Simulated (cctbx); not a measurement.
# Resonant diffraction in K2ZrTe2S

Space group P2_1/c (no. 14), a = 8.9700 Å, b = 14.2980 Å, c = 6.8390 Å, α = 90.00°, β = 106.96°, γ = 90.00°.

| atom | mult. | x | y | z | Ueq (Å²) |
| --- | --- | --- | --- | --- | --- |
| Te1 | 4 | 0.9260 | 0.3468 | 0.9975 | 0.0043 |
| Te2 | 4 | 0.7223 | 0.4140 | 0.4245 | 0.0053 |
| Zr1 | 4 | 0.7028 | 0.2476 | 0.1936 | 0.0059 |
| K1 | 4 | 0.1061 | 0.3589 | 0.5575 | 0.0087 |
| K2 | 4 | 0.3449 | 0.4654 | 0.1552 | 0.0076 |
| S1 | 4 | 0.4617 | 0.3120 | 0.8403 | 0.0072 |

The model is made up (kin elements in a known structure type, no relaxation), so it says nothing on whether the phase exists.

Calculated with cctbx: free-atom f′ and f″ from the Sasaki tables, no fine structure; amplitudes in electrons.

| E (eV) | F 1 2 0 | F 1 3 0 | F 2 2 0 | F 1 1 1 |
| --- | --- | --- | --- | --- |
| 17398 | 41.2 | 32.8 | 69.7 | 96.4 |
| 17748 | 42.1 | 35.7 | 72.2 | 96.3 |
| 17878 | 42.9 | 38.3 | 74.4 | 96.3 |
| 17938 | 43.7 | 40.8 | 76.7 | 96.3 |
| 17968 | 44.4 | 43.4 | 78.9 | 96.3 |
| 17983 | 45.2 | 45.9 | 81.1 | 96.4 |
| 17990 | 45.9 | 48.2 | 83.1 | 96.4 |
| 17994 | 46.7 | 50.6 | 85.2 | 96.4 |
| 18002 | 47.2 | 52.7 | 86.9 | 96.4 |
| 18006 | 46.1 | 49.4 | 84.0 | 96.4 |
| 18013 | 45.3 | 46.7 | 81.7 | 96.3 |
| 18028 | 44.4 | 43.9 | 79.2 | 96.3 |
| 18058 | 43.6 | 41.2 | 76.8 | 96.3 |
| 18148 | 42.4 | 37.5 | 73.6 | 96.2 |
| 18398 | 41.2 | 33.7 | 70.3 | 96.1 |

**Question.** Which edge is crossed, and why do the reflections move as they do?

The K edge of Zr. The edge is at 17998 eV. f′ of Zr falls from -4.5 e at 17878 eV to -7.8 e at 4 eV below it, and f″ steps from 0.53 to 3.73 e across it. Over that approach |F| changes by +9 % (1 2 0), +32 % (1 3 0), +15 % (2 2 0) and +0 % (1 1 1): a reflection falls where Zr scatters in phase with the total and rises where it scatters against it; it hardly moves where the Zr term is small or cancels by symmetry. Above the edge the larger f″ enters the imaginary part, where it can add to or cancel the other atoms' f″. The structure is centrosymmetric, so Friedel mates stay equal.
